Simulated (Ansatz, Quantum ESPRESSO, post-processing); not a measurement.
# Conductance against width: vacuum gaps between two Al(111) faces, part 2 of 2

Aim: how the conductance falls as the barrier grows, for vacuum gaps between two Al(111) faces.

Quantum ESPRESSO 7.5; plane-wave DFT, PBE, GBRV ultrasoft pseudopotentials; cross-check by Ansatz 0.2.0 with PAW datasets.

So far. Step 9 (The open system, 7 Å): T goes from 0.0161 to 0.00212, a factor of 7.6. Step 10 (The same in Ansatz, 7 Å): Ansatz finds T = 0.00172 against pwcond's 0.00212.

### Step 12. The open system, 8 Å

j3.cond.in reads:

```
&inputcond
  outdir = './out'
  prefixt = 'j3.scf'
  tran_file = 'j3.cond.dat'
  bdl = 2.4494897419
  bds = 16.6808647723
  ikind = 1
  ewind = 4.0
  epsproj = 1e-05
  nz1 = 7
  energy0 = 0.4
  denergy = -0.4
/
10
  0.00000000 0.00000000 0.01562500
  0.00000000 0.12500000 0.09375000
  0.00000000 0.25000000 0.09375000
  0.00000000 0.37500000 0.09375000
  0.00000000 0.50000000 0.04687500
  0.12500000 0.25000000 0.09375000
  0.12500000 0.37500000 0.18750000
  0.12500000 0.50000000 0.18750000
  0.25000000 0.50000000 0.09375000
  0.25000000 0.62500000 0.09375000
3
```

The run is started by

```bash
OMP_NUM_THREADS=1 mpirun -n 4 pwcond.x -in j3.cond.in > j3.cond.out
```

Elapsed: 30 s, on 4 MPI ranks of Arm Neoverse V1, shared host; peak memory 0.25 GiB; 2 min of CPU time.

This step gave:

```
transmission at the Fermi level, one spin : 2.99e-4
conductance                               : 2.99e-4 G₀
```

Per spin; mean over the k mesh across the current. Table of transmission, zone mean by energy, zero at the Fermi level:

| energy (eV) | transmission, zone mean |
| --- | --- |
| -0.400 | 1.6e-4 |
| 0.000 | 3.0e-4 |
| 0.400 | 5.5e-4 |

T goes from 0.00212 to 3.0e-4, a factor of 7.1.

### Step 13. Cross-check with Ansatz, 8 Å

Level of this step: plane-wave DFT, PBE, Ansatz PAW (Ansatz 0.2.0).

input.yaml reads:

```yaml
crystal:
  lattice:
    - [2.856711396, 0.0, 0.0]
    - [1.428355698, 2.4739846402, 0.0]
    - [0.0, 0.0, 47.6524164879]
  atoms:
    - { symbol: Al, position: [0.0, 0.0, 0.0] }
    - { symbol: Al, position: [0.333333333, 0.333333333, 0.0489480966] }
    - { symbol: Al, position: [0.666666667, 0.666666667, 0.0978961933] }
    - { symbol: Al, position: [0.0, 0.0, 0.1468442899] }
    - { symbol: Al, position: [0.333333333, 0.333333333, 0.1957923866] }
    - { symbol: Al, position: [0.666666667, 0.666666667, 0.2447404832] }
    - { symbol: Al, position: [0.0, 0.0, 0.2936885799] }
    - { symbol: Al, position: [0.333333333, 0.333333333, 0.3426366765] }
    - { symbol: Al, position: [0.666666667, 0.666666667, 0.3915847731] }
    - { symbol: Al, position: [0.0, 0.0, 0.5594671302] }
    - { symbol: Al, position: [0.333333333, 0.333333333, 0.6084152269] }
    - { symbol: Al, position: [0.666666667, 0.666666667, 0.6573633235] }
    - { symbol: Al, position: [0.0, 0.0, 0.7063114201] }
    - { symbol: Al, position: [0.333333333, 0.333333333, 0.7552595168] }
    - { symbol: Al, position: [0.666666667, 0.666666667, 0.8042076134] }
    - { symbol: Al, position: [0.0, 0.0, 0.8531557101] }
    - { symbol: Al, position: [0.333333333, 0.333333333, 0.9021038067] }
    - { symbol: Al, position: [0.666666667, 0.666666667, 0.9510519034] }
kpoints:
  mp_grid: { grid: [10, 10, 1] }
hamiltonian:
  xc: pbe
scf:
  occupations: { method: fermi_dirac, width: 0.1 }
  convergence: { dr2_threshold: 1.0e-08 }
output:
  transmission: { leads: [[0, 3]], e_range: [-0.4, 0.4], de: 0.4, kmesh: [8, 8] }
  write_potential: true
  write_density: true
  volumetric_format: npy
  elf: true
```

The run is started by

```bash
ansatz run input.yaml --threads 4 --pin off --max-ram 8192MiB --backend cpu --events-out ev --progress --plain --runs-dir out
```

Run time: 10 s. Hardware: 4 threads; peak memory 0.79 GiB; 36 s of CPU time.

Read from the output:

```
free energy                               : -9674.3765 eV
smearing term TS                          : 0.2664 eV
Fermi energy                              : 6.619 eV
transmission at the Fermi level, one spin : 2.54e-4
```

Per spin; mean over the k mesh across the current. The transmission, zone mean by energy, zero at the Fermi level:

| energy (eV) | transmission, zone mean |
| --- | --- |
| -0.400 | 1.4e-4 |
| 0.000 | 2.5e-4 |
| 0.400 | 4.9e-4 |

Ansatz finds T = 2.5e-4 against pwcond's 3.0e-4.

### Step 14. SCF with pw.x, 9 Å

Level of this step: plane-wave DFT, PBE, GBRV ultrasoft pseudopotentials (Quantum ESPRESSO 7.5).

j4.scf.in reads:

```
&control
  prefix = 'j4.scf'
  outdir = './out'
  pseudo_dir = './pseudo'
  calculation = 'scf'
  tprnfor = .true.
/
&system
  ibrav = 0
  nat = 18
  ntyp = 1
  ecutwfc = 40
  ecutrho = 200
  occupations = 'smearing'
  smearing = 'mv'
  degauss = 0.01
/
&electrons
  conv_thr = 1e-07
  mixing_beta = 0.25
  electron_maxstep = 120
  mixing_mode = 'local-TF'
/
ATOMIC_SPECIES
  Al  26.9815  al_pbe_v1.uspp.F.UPF
CELL_PARAMETERS angstrom
  2.85671139599365 0.00000000000000 0.00000000000000
  1.42835569799683 2.47398464021101 0.00000000000000
  0.00000000000000 0.00000000000000 48.65241648794350
ATOMIC_POSITIONS crystal
  Al  0.000000000000 0.000000000000 0.000000000000
  Al  0.333333333000 0.333333333000 0.047942019244
  Al  0.666666667000 0.666666667000 0.095884038488
  Al  0.000000000000 0.000000000000 0.143826057732
  Al  0.333333333000 0.333333333000 0.191768076976
  Al  0.666666667000 0.666666667000 0.239710096219
  Al  0.000000000000 0.000000000000 0.287652115463
  Al  0.333333333000 0.333333333000 0.335594134707
  Al  0.666666667000 0.666666667000 0.383536153951
  Al  0.000000000000 0.000000000000 0.568521826805
  Al  0.333333333000 0.333333333000 0.616463846049
  Al  0.666666667000 0.666666667000 0.664405865293
  Al  0.000000000000 0.000000000000 0.712347884537
  Al  0.333333333000 0.333333333000 0.760289903781
  Al  0.666666667000 0.666666667000 0.808231923024
  Al  0.000000000000 0.000000000000 0.856173942268
  Al  0.333333333000 0.333333333000 0.904115961512
  Al  0.666666667000 0.666666667000 0.952057980756
K_POINTS automatic
  10 10 1 0 0 0
```

The run is started by

```bash
OMP_NUM_THREADS=1 mpirun -n 4 pw.x -nk 4 -in j4.scf.in > j4.scf.out
```

It took 2.6 min on 4 MPI ranks; peak memory 0.66 GiB.

Numbers from this step:

```
free energy  : -1641.6184 eV
Fermi energy : 6.470 eV
```

### Step 15. Transmission with pwcond.x, 9 Å

j4.cond.in, as its differences from the input of step 12:

```diff
@@ -2,6 +2,6 @@
   outdir = './out'
-  prefixt = 'j3.scf'
-  tran_file = 'j3.cond.dat'
+  prefixt = 'j4.scf'
+  tran_file = 'j4.cond.dat'
   bdl = 2.4494897419
-  bds = 16.6808647723
+  bds = 17.0309176343
   ikind = 1
```

The run is started by

```bash
OMP_NUM_THREADS=1 mpirun -n 4 pwcond.x -in j4.cond.in > j4.cond.out
```

Elapsed: 30 s, on 4 MPI ranks; peak memory 0.25 GiB; 2 min of CPU time.

Numbers from this step:

```
lead channels at the Fermi level, one spin : 1.234
transmission at the Fermi level, one spin  : 4.32e-5
conductance                                : 4.32e-5 G₀
```

Per spin; mean over the k mesh across the current. The transmission, zone mean by energy, zero at the Fermi level:

| energy (eV) | transmission, zone mean |
| --- | --- |
| -0.400 | 2.0e-5 |
| 0.000 | 4.3e-5 |
| 0.400 | 8.2e-5 |

T goes from 3.0e-4 to 4.3e-5, a factor of 6.9.

### Step 16. Cross-check with Ansatz, 9 Å

Level of this step: plane-wave DFT, PBE, Ansatz PAW (Ansatz 0.2.0).

input.yaml reads:

```yaml
crystal:
  lattice:
    - [2.856711396, 0.0, 0.0]
    - [1.428355698, 2.4739846402, 0.0]
    - [0.0, 0.0, 48.6524164879]
  atoms:
    - { symbol: Al, position: [0.0, 0.0, 0.0] }
    - { symbol: Al, position: [0.333333333, 0.333333333, 0.0479420192] }
    - { symbol: Al, position: [0.666666667, 0.666666667, 0.0958840385] }
    - { symbol: Al, position: [0.0, 0.0, 0.1438260577] }
    - { symbol: Al, position: [0.333333333, 0.333333333, 0.191768077] }
    - { symbol: Al, position: [0.666666667, 0.666666667, 0.2397100962] }
    - { symbol: Al, position: [0.0, 0.0, 0.2876521155] }
    - { symbol: Al, position: [0.333333333, 0.333333333, 0.3355941347] }
    - { symbol: Al, position: [0.666666667, 0.666666667, 0.383536154] }
    - { symbol: Al, position: [0.0, 0.0, 0.5685218268] }
    - { symbol: Al, position: [0.333333333, 0.333333333, 0.616463846] }
    - { symbol: Al, position: [0.666666667, 0.666666667, 0.6644058653] }
    - { symbol: Al, position: [0.0, 0.0, 0.7123478845] }
    - { symbol: Al, position: [0.333333333, 0.333333333, 0.7602899038] }
    - { symbol: Al, position: [0.666666667, 0.666666667, 0.808231923] }
    - { symbol: Al, position: [0.0, 0.0, 0.8561739423] }
    - { symbol: Al, position: [0.333333333, 0.333333333, 0.9041159615] }
    - { symbol: Al, position: [0.666666667, 0.666666667, 0.9520579808] }
kpoints:
  mp_grid: { grid: [10, 10, 1] }
hamiltonian:
  xc: pbe
scf:
  occupations: { method: fermi_dirac, width: 0.1 }
  convergence: { dr2_threshold: 1.0e-08 }
output:
  transmission: { leads: [[0, 3]], e_range: [-0.4, 0.4], de: 0.4, kmesh: [8, 8] }
  write_potential: true
  write_density: true
  volumetric_format: npy
  elf: true
```

The run is started by

```bash
ansatz run input.yaml --threads 4 --pin off --max-ram 8192MiB --backend cpu --events-out ev --progress --plain --runs-dir out
```

Wall time 13 s (4 threads); peak memory 0.85 GiB; 46 s of CPU time.

This step gave:

- free energy: -9674.3764 eV
- energy at zero smearing: -9674.2432 eV
- smearing term TS: 0.2663 eV
- Fermi energy: 6.400 eV
- transmission at the Fermi level, one spin: 3.48e-5
- lead channels at the Fermi level, one spin: 1.141

Per spin; mean over the k mesh across the current. Table of transmission, zone mean by energy, zero at the Fermi level:

| energy (eV) | transmission, zone mean |
| --- | --- |
| -0.400 | 1.8e-5 |
| 0.000 | 3.5e-5 |
| 0.400 | 7.3e-5 |

Ansatz finds T = 3.5e-5 against pwcond's 4.3e-5.

### Step 17. The series side by side

All levels:

| level | T by pwcond | T by Ansatz | lead channels | CPU time (s) |
| --- | --- | --- | --- | --- |
| 5 Å | 0.07523 | 0.06844 | 1.141 | 501.8 |
| 6 Å | 0.0161 | 0.01111 | 1.141 | 611.6 |
| 7 Å | 0.002116 | 0.001718 | 1.141 | 524.4 |
| 8 Å | 2.99e-4 | 2.54e-4 | 1.141 | 738.4 |
| 9 Å | 4.32e-5 | 3.48e-5 | 1.234 | 747.1 |

### Step 18. The arithmetic

For the narrowest barrier, the Landauer sum over the mesh, Σ w T = 0.0938 × 0.22 + 0.1875 × 0.08 + 0.0938 × 0.148 + … = 0.07523.

G = 0.0752 × 77.48 µS = 5.83 µS a cell. Times the area of 7.067 Å², the resistance-area product is A/G = 12.1 fΩ m², the leads' contact resistance included.

Free electrons at 3 an atom (3 atoms in 49.5 Å³) have k_F = 1.753 1/Å and offer A k_F²/4π = 1.73 channels per spin; the lead has 1.14 on this mesh.

κ = ln(T₁/T₂)/(2Δd) = ln(0.0002987/4.319e-05)/(2 × 1 Å) = 0.97 1/Å.

### Step 19. What came out

* conductance a cell at 5 Å: 0.0752 G₀
* conductance a cell at 6 Å: 0.0161 G₀
* conductance a cell at 7 Å: 0.00212 G₀
* conductance a cell at 8 Å: 3.0e-4 G₀
* conductance a cell at 9 Å: 4.3e-5 G₀
* fall of ln T per Å over the last interval: 1.93

In words: The conductance goes from 0.0752 G₀ at 5 Å to 4.3e-5 G₀ at 9 Å (PBE, GBRV ultrasoft). Interval by interval ln T falls by 1.54, 2.03, 1.96 and 1.93 per Å. The last interval gives κ = 0.97 1/Å in T ∝ exp(−2κd), an apparent barrier of (κ/0.512)² = 3.6 eV. Ansatz follows the series within a factor of 1.45. Points with over 2.5 times the mean carry up to 67 % of T, so the means lean on few points, and the mesh was not tested. The geometries are as built, not relaxed, and the leads are short. Semilocal functionals lack the image potential in a vacuum gap.

[Long decimals in the printed logs are rounded to 6 places.]

[Logs are printed without paths, hosts, clocks, repeated set-up lines and the standing remarks that a program may print on its own settings, such as how far it seeks lower states.]

[Hosts, paths, dates, database ids (printed as entryN), source tags and the programs' standing remarks are cut or masked in the printed files.]

[Maps of the electrostatic potential energy from Ansatz leave out the sawtooth potential of an applied field or a dipole correction, so their vacuum need not be flat; planar profiles and work functions include it.]
